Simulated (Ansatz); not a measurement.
The compound is BaOsO3 (Pm-3m).

The structure is cubic, space group Pm-3m (No. 221). Conventional cell: a = 4.064 Å, b = 4.064 Å, c = 4.064 Å, α = 90.00°, β = 90.00°, γ = 90.00°. Nearest to Ba lie 12 O at 2.87 Å. Nearest to Os lie 6 O at 2.03 Å. Nearest to O lie 2 Os at 2.03 Å and 4 Ba at 2.87 Å. Farther neighbours and most contacts between anions are not listed.

```xyz
5
Lattice="-4.0642 0.0000 0.0000 0.0000 0.0000 -4.0642 0.0000 -4.0642 0.0000" Properties=species:S:1:pos:R:3 pbc="T T T"
Ba    0.0000    0.0000    0.0000
Os   -2.0321   -2.0321   -2.0321
O     0.0000   -2.0321   -2.0321
O    -2.0321   -2.0321    0.0000
O    -2.0321    0.0000   -2.0321
```

The cell and positions are those that the Materials Project relaxed with its own functionals (PBE, PBE+U or r2SCAN), kept fixed. The program's search for lower electronic states was switched off, so nothing shows that the state found is the lowest. Spin-orbit coupling is left out unless a run names it. PAW set soft_2, made with PBE.

A constrained-RPA run (Ansatz 0.2.0; non-magnetic LDA; Os t2g, bands v2 to c1, 6×6×6 mesh, medium accuracy) builds 3 functions on bands 3.7 eV wide, with 4.0 electrons in the window. The bare on-site interaction is 10.5 eV and the bare J 0.33 eV.

**Question.** What U and J survive the screening?

On the Os t2g shell, U = 2.39 eV (23 % of the bare value), U′ = 1.84 eV, J = 0.23 eV.

The parent state is non-magnetic and the interaction static (zero frequency); U depends on the window and the orbitals, so it belongs to this model alone. Spin-orbit coupling, which is strong for atoms this heavy, is left out.

[Paths, hosts, dates, memory and timing lines, banners, echoed tables and standing remarks are left out of the program output.]

[Logs are printed without paths, hosts, clocks, repeated set-up lines and the standing remarks that a program may print on its own settings, such as how far it seeks lower states.]

[Runs of the session that timed out or met a known fault of the program may be left out.]

[Hosts, paths, dates, database ids (printed as entryN), source tags and the programs' standing remarks are cut or masked in the printed files.]
